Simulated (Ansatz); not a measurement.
# Starting-point dependence of the GW gap of NaCl (Halite), part 2 of 2

Aim: G0W0 for NaCl (Halite) on several starting functionals, at one mesh, band count and screening cutoff.

Ansatz 0.2.0; G0W0 on several functionals, plane waves, PAW. Known limits of the many-body steps: not at the basis limit.

So far. Step 3 (G0W0 on PBEsol): Against the run with 6×6×6 mesh, 101 empty bands, screening to 100 eV, PAW set soft_1 files on LDA, the gap moves by +0.11 eV, while the start moved by +0.24 eV. Step 4 (G0W0 on PBE): Against the run with 6×6×6 mesh, 101 empty bands, screening to 100 eV, PAW set soft_1 files on PBEsol, the gap moves by +0.06 eV, while the start moved by +0.17 eV.

In doubt: masses and optical values from hybrid runs of this build are listed as unsure (steps 6, 7, 8), which bears on the screening that GW takes from such a start.

### Step 5. G0W0 on r2SCAN

This step: G0W0 on r2SCAN, plane waves, PAW; PAW set soft_1.

Contents of input.yaml:

```yaml
crystal:
  lattice:
    - [0.0, 2.82005, 2.82005]
    - [2.82005, 0.0, 2.82005]
    - [2.82005, 2.82005, 0.0]
  atoms:
    - { symbol: Na, position: [0.0, 0.0, 0.0] }
    - { symbol: Cl, position: [0.5, 0.5, 0.5] }
kpoints:
  mp_grid: { grid: [6, 6, 6] }
hamiltonian:
  xc: r2scan
  pseudopotentials: { kind: paw, azcp: { folder: soft_1 } }
scf:
  occupations: { method: fixed }
gw:
  n_empty_bands: 101
  ecut_chi: 100
  qp_bands: [v2, c2]
  qp_kpoints: band_edges
  screening: { model: contour_deformation }
```

On the command line:

```bash
> ansatz run input.yaml --threads 2 --pin off --max-ram 73728MiB --backend cuda --events-out ev --progress --plain --runs-dir out --devices 1 --max-vram 13GiB
```

Numbers of over 12 decimals in the logs are rounded to 6 here.

Output:

```text
GPUs: using 1 of 1 available (devices: 1).
[...]
GPU FFT provider: cuFFT
GPU libraries: cuBLAS 13.8.2, cuFFT 12.4.0, cuSOLVER 12.3.4
Crystal: 2 atoms, lattice volume = 44.854 Å³
Basis set: ecut = 500 eV, 1139 PW (Γ), exchange–correlation on 120×120×120 points (64 copies of the dense FFT grid, shifted against one another)
Bands: 12, of which v1, the nominal top of the filled ones, is band 8 counted from 1 (7 counted from 0)
[...]
1    10     11.5702    -3.7001    -3.2628    -8.0205  0.8596    12.6371    12.6278  root
[...]
13     7     -0.1364   -20.2149     2.4530   -16.0028  0.8148    -1.9277    -1.8954  root
    13     8      0.1877   -20.5755     2.4035   -16.4680  0.8156    -1.5451    -1.5163  root
    13     9      9.8133    -5.6543    -3.2403    -9.8563  0.8579    10.7822    10.7750  root
    13    10     10.4101    -3.9309    -3.1322    -8.0501  0.8622    11.4045    11.3971  root
[key lines of the parts left out:]
SCF converged after 7 iterations
Free energy (F): -2576.330344 eV
Fermi energy:    0.617546 eV
```

Elapsed: 17 s, on 1 × NVIDIA H100 80GB HBM3 (shared by 6 runs) with 2 threads of AMD EPYC 7R13 (Zen 3), shared host; peak memory 1.1 GiB; 22 s of CPU time.

This step gave:

* bands summed: 109
* RPA ε∞ on this mesh (eigenvalues): 2.197, 2.197, 2.197
* plane waves in the screening matrix: 113
* G0W0 gap on the mesh: 8.218 eV
* k of the valence top: 0, 0, 0
* k of the conduction bottom: 0, 0, 0
* starting gap on the mesh: 5.897 eV
* least direct G0W0 gap on the computed points: 8.218 eV

Against the run with 6×6×6 mesh, 101 empty bands, screening to 100 eV, PAW set soft_1 files on PBE, the gap moves by +0.45 eV, while the start moved by +0.79 eV.

### Step 6. G0W0 on HSE06

This step: G0W0 on HSE06, plane waves, PAW; PAW set soft_1.

Changes to input.yaml since step 5:

```diff
@@ -11,3 +11,3 @@
 hamiltonian:
-  xc: r2scan
+  xc: hse06
   pseudopotentials: { kind: paw, azcp: { folder: soft_1 } }
```

Output:

```text
GPUs: using 1 of 1 available (devices: 1).
[...]
davidson cushion auto → on  (no smearing: the cushion is to keep the highest requested band from converging to the state above it; pin scf.eigensolver.cushion to override)
[...]
GPU FFT provider: cuFFT
GPU libraries: cuBLAS 13.8.2, cuFFT 12.4.0, cuSOLVER 12.3.4
Crystal: 2 atoms, lattice volume = 44.854 Å³
Basis set: ecut = 420 eV, 893 PW (Γ)
[...]
1     9      7.3594    -5.5499    -2.9585    -9.2950  0.8754     8.1495     8.1460  root
     1    10     11.7913    -3.5562    -3.1610    -7.6092  0.8691    12.6890    12.6833  root
[...]
13     7     -0.7402   -20.2411     2.2503   -16.6673  0.8269    -2.0788    -2.0637  root
    13     8     -0.3987   -20.5922     2.2078   -17.1057  0.8277    -1.6910    -1.6775  root
    13     9      9.8983    -5.5877    -3.1625    -9.6942  0.8673    10.8483    10.8423  root
    13    10     10.6139    -3.8089    -3.0440    -7.6951  0.8712    11.4608    11.4561  root
[key lines of the parts left out:]
Free energy (F): -2570.500422 eV
Fermi energy:    0.053798 eV
```

Run time: 32 s. Hardware: 1 × NVIDIA H100 80GB HBM3 (shared by 6 runs) with 2 threads; peak memory 1.3 GiB; 34 s of CPU time.

This step gave:

* bands summed: 109
* RPA ε∞ on this mesh (eigenvalues): 2.119, 2.119, 2.119
* plane waves in the screening matrix: 113
* G0W0 gap on the mesh: 8.424 eV
* k of the valence top: 0, 0, 0
* k of the conduction bottom: 0, 0, 0
* starting gap on the mesh: 6.479 eV
* least direct G0W0 gap on the computed points: 8.424 eV

Against the run with 6×6×6 mesh, 101 empty bands, screening to 100 eV, PAW set soft_1 files on r2SCAN, the gap moves by +0.21 eV, while the start moved by +0.58 eV.

### Step 7. G0W0 on PBE0

This step: G0W0 on PBE0, plane waves, PAW; PAW set soft_1.

Changes to input.yaml since step 6:

```diff
@@ -11,3 +11,3 @@
 hamiltonian:
-  xc: hse06
+  xc: pbe0
   pseudopotentials: { kind: paw, azcp: { folder: soft_1 } }
```

Output:

```text
GPUs: using 1 of 1 available (devices: 1).
[...]
GPU FFT provider: cuFFT
GPU libraries: cuBLAS 13.8.2, cuFFT 12.4.0, cuSOLVER 12.3.4
Crystal: 2 atoms, lattice volume = 44.854 Å³
Basis set: ecut = 420 eV, 893 PW (Γ)
Bands: 12, of which v1, the nominal top of the filled ones, is band 8 counted from 1 (7 counted from 0)
Symmetry: 48 space group operations
[...]
k-points: 16 of 216
[...]
1     9      7.6929    -5.5436    -2.8679    -8.9538  0.8826     8.2367     8.2353  root
     1    10     12.1447    -3.5437    -3.0528    -7.2379  0.8772    12.7885    12.7861  root
[...]
13     7     -1.1539   -20.2413     2.1186   -17.0785  0.8372    -2.2060    -2.1980  root
    13     8     -0.8065   -20.5928     2.0802   -17.5114  0.8377    -1.8147    -1.8077  root
    13     9     10.2536    -5.5829    -3.0567    -9.3301  0.8752    10.9468    10.9440  root
    13    10     10.9597    -3.7991    -2.9421    -7.3346  0.8790    11.5550    11.5530  root
[key lines of the parts left out:]
Free energy (F): -2570.859437 eV
Fermi energy:    -0.345238 eV
```

It took 32 s on 1 × NVIDIA H100 80GB HBM3 (shared by 6 runs) with 2 threads; peak memory 1.3 GiB.

This step gave:

- bands summed: 109
- RPA ε∞ on this mesh (eigenvalues): 2.058, 2.058, 2.058
- plane waves in the screening matrix: 113
- G0W0 gap on the mesh: 8.635 eV
- k of the valence top: 0, 0, 0
- k of the conduction bottom: 0, 0, 0
- starting gap on the mesh: 7.202 eV
- least direct G0W0 gap on the computed points: 8.635 eV

Against the run with 6×6×6 mesh, 101 empty bands, screening to 100 eV, PAW set soft_1 files on HSE06, the gap moves by +0.21 eV, while the start moved by +0.72 eV.

### Step 8. G0W0 on Hartree-Fock

This step: G0W0 on Hartree-Fock, plane waves, PAW; PAW set soft_1.

Changes to input.yaml since step 7:

```diff
@@ -11,3 +11,3 @@
 hamiltonian:
-  xc: pbe0
+  xc: hf
   pseudopotentials: { kind: paw, azcp: { folder: soft_1 } }
```

Output:

```text
GPUs: using 1 of 1 available (devices: 1).
[...]
GPU FFT provider: cuFFT
GPU libraries: cuBLAS 13.8.2, cuFFT 12.4.0, cuSOLVER 12.3.4
Crystal: 2 atoms, lattice volume = 44.854 Å³
Basis set: ecut = 420 eV, 893 PW (Γ)
Bands: 12, of which v1, the nominal top of the filled ones, is band 8 counted from 1 (7 counted from 0)
Symmetry: 48 space group operations
[...]
k-points: 16 of 216
[...]
1     9     11.2379    -4.8770    -2.1801    -4.8847  0.9295     9.0740     9.0655  root
     1    10     15.8197    -3.1388    -2.2159    -3.1422  0.9282    13.6170    13.6073  root
[...]
12     7     -4.1858   -20.5013     1.3306   -20.4936  0.9042    -2.8670    -2.8629  root
    12     8     -4.1858   -20.5013     1.3306   -20.4936  0.9042    -2.8670    -2.8629  root
    12     9     13.1178    -2.7126    -2.0771    -2.7187  0.9328    11.0544    11.0468  root
    12    10     13.1322    -4.0968    -2.1613    -4.1029  0.9323    10.9852    10.9770  root
[key lines of the parts left out:]
Free energy (F): -2546.178833 eV
Fermi energy:    -3.385774 eV
```

It took 31 s on 1 × NVIDIA H100 80GB HBM3 (shared by 6 runs) with 2 threads; peak memory 1.3 GiB.

This step gave:

- bands summed: 109
- RPA ε∞ on this mesh (eigenvalues): 1.656, 1.656, 1.656
- plane waves in the screening matrix: 113
- G0W0 gap on the mesh: 10.30 eV
- k of the valence top: 0, 0, 0
- k of the conduction bottom: 0, 0, 0
- starting gap on the mesh: 13.74 eV
- least direct G0W0 gap on the computed points: 10.30 eV

Against the run with 6×6×6 mesh, 101 empty bands, screening to 100 eV, PAW set soft_1 files on PBE0, the gap moves by +1.66 eV, while the start moved by +6.54 eV.

### Step 9. The starts together

All on the 6×6×6 mesh with 101 empty bands and screening to 100 eV. Times are wall times on 1 × NVIDIA H100 80GB HBM3 (shared by 6 runs) with 2 threads of AMD EPYC 7R13 (Zen 3), shared host, good to a factor of about two.

| start | starting gap (eV) | shift (eV) | G0W0 gap (eV) | RPA ε∞ (harmonic mean) | Z (valence, conduction) | time |
| --- | --- | --- | --- | --- | --- | --- |
| LDA | 4.69 | +2.89 | 7.59 | 2.46 | 0.79, 0.85 | 21 s |
| PBEsol | 4.94 | +2.76 | 7.70 | 2.39 | 0.80, 0.86 | 13 s |
| PBE | 5.11 | +2.66 | 7.77 | 2.34 | 0.80, 0.86 | 12 s |
| r2SCAN | 5.90 | +2.32 | 8.22 | 2.20 | 0.82, 0.87 | 17 s |
| HSE06 | 6.48 | +1.95 | 8.42 | 2.12 | 0.83, 0.88 | 32 s |
| PBE0 | 7.20 | +1.43 | 8.64 | 2.06 | 0.84, 0.89 | 32 s |
| Hartree-Fock | 13.74 | −3.44 | 10.30 | 1.66 | 0.90, 0.93 | 31 s |

How the two edges are built up, in eV (the quasiparticle level is the starting level plus Σx plus Σc less Vxc):

| run | edge | start | Σx | Σc | Vxc | Z | QP |
| --- | --- | --- | --- | --- | --- | --- | --- |
| LDA | valence top | 0.80 | -21.05 | 2.56 | -16.87 | 0.79 | -0.82 |
| LDA | conduction bottom | 5.50 | -5.45 | -3.22 | -9.95 | 0.85 | 6.77 |
| PBEsol | valence top | 0.99 | -21.07 | 2.56 | -16.72 | 0.80 | -0.80 |
| PBEsol | conduction bottom | 5.93 | -5.32 | -3.14 | -9.44 | 0.86 | 6.90 |
| PBE | valence top | 1.05 | -21.12 | 2.53 | -16.78 | 0.80 | -0.76 |
| PBE | conduction bottom | 6.15 | -5.27 | -3.10 | -9.23 | 0.86 | 7.01 |
| r2SCAN | valence top | 0.62 | -21.09 | 2.33 | -17.13 | 0.82 | -1.01 |
| r2SCAN | conduction bottom | 6.51 | -5.10 | -2.98 | -8.77 | 0.87 | 7.21 |

### Step 10. Summary of results

```json
{"G0W0@LDA": "7.59 eV (start 4.69 eV)", "G0W0@PBEsol": "7.70 eV (start 4.94 eV)", "G0W0@PBE": "7.77 eV (start 5.11 eV)", "G0W0@r2SCAN": "8.22 eV (start 5.90 eV)", "G0W0@HSE06": "8.42 eV (start 6.48 eV)", "G0W0@PBE0": "8.64 eV (start 7.20 eV)", "G0W0@Hartree-Fock": "10.30 eV (start 13.74 eV)", "known limits": "not at the basis limit"}
```

The starting gaps span 9.04 eV and the G0W0 gaps 2.71 eV. Between LDA and Hartree-Fock, 2.71 eV of the 9.04 eV survives, 30 %. Hartree-Fock screens less than LDA (ε∞ 1.66 against 2.46). Of the 2.71 eV by which its G0W0 gap is higher, the correlation part gives +2.32 eV, and exchange with the one-particle terms, which follow the orbitals, +0.39 eV. On Hartree-Fock the correction is negative: that start lies above its own G0W0 value. The smallest correction, +1.43 eV, is on PBE0, the start nearest to reproducing itself. Bands and cutoff are finite, so the gap is not at the basis limit. The miss can reach some tenths of an eV and take either sign; the mesh is an error of its own.

[Paths, hosts, dates, memory and timing lines, banners, echoed tables and standing remarks are left out of the program output.]

[Logs are printed without paths, hosts, clocks, repeated set-up lines and the standing remarks that a program may print on its own settings, such as how far it seeks lower states.]

[Runs of the session that timed out or met a known fault of the program may be left out.]

[Cells called generated may have been cut or substituted from an entry of the Crystallography Open Database or the Materials Project.]

[Hosts, paths, dates, database ids (printed as entryN), source tags and the programs' standing remarks are cut or masked in the printed files.]
